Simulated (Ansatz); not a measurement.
Os (P6_3/mmc): Drude plasma energy along x against volume

The cell of Os (P6_3/mmc) is scaled evenly and the response computed anew at each volume, on one mesh. x, y and z are the Cartesian axes of the input cell.

It takes space group P6_3/mmc (No. 194, hexagonal). Conventional cell: a = 2.734 Å, b = 2.734 Å, c = 4.320 Å, α = 90.00°, β = 90.00°, γ = 120.00°. Os on site c is surrounded by 12 Os at 2.68 to 2.73 Å.

Method: Ansatz 0.2.0, PBE, independent particles, k-mesh 18×18×9 with interpolation inside its cells, Gaussian parameter 0.1 eV.

Launch of the response step: `ansatz run input.yaml --threads 4 --pin off --max-ram 8192MiB --backend cpu --events-out ev --progress --plain --runs-dir out`. The series took 4.4 min in all, on 4 threads of Intel(R) Xeon(R) Processor @ 2.70GHz, with other jobs on the host.

```
V/V₀  V (Å³, primitive cell)  Drude plasma energy along x (eV)
0.94                   26.29                             8.541
0.96                   26.85                             8.358
0.98                   27.41                             8.186
1.00                   27.96                             8.034
1.02                   28.52                             7.878
1.04                   29.08                                 ?
1.06                   29.64                             7.591
```

For small changes the quantity should be close to linear in ln V.

Working, on the rows shown:

| x = ln(V/V₀) | y = Drude plasma energy along x |
| --- | --- |
| -0.0618754 | 8.541 |
| -0.040822 | 8.358 |
| -0.0202027 | 8.186 |
| 0 | 8.034 |
| 0.0198026 | 7.878 |
| 0.0582689 | 7.591 |

Means: x̄ = -0.0074714, ȳ = 8.098. Σ(x − x̄)(y − ȳ) = -0.0737, Σ(x − x̄)² = 0.009356. Slope = -0.0737 / 0.009356 = -7.878; intercept = ȳ − slope · x̄ = 8.0391. The line misses the rows shown by at most 0.014 eV.

**Question.** Predict the last column of the withheld row from the fit.

**Answer.** At x = 0.039221 the line gives y = 7.7302 eV. The run gave 7.731 eV, so the interpolation is off by 0.00083 eV, 0.1 % of the range in the table.

Between the rows on either side of x = 0 the slope is (7.878 − 8.186) / (0.019803 − (-0.020203)) = -7.699. So d ln ωp/d ln V = -0.96; free electrons would give −0.50. The values come from a sum over the points of one k-mesh and carry its error, which is largest for Fermi-surface quantities. Spin-orbit coupling is left out.

[Logs are printed without paths, hosts, clocks, repeated set-up lines and the standing remarks that a program may print on its own settings, such as how far it seeks lower states.]
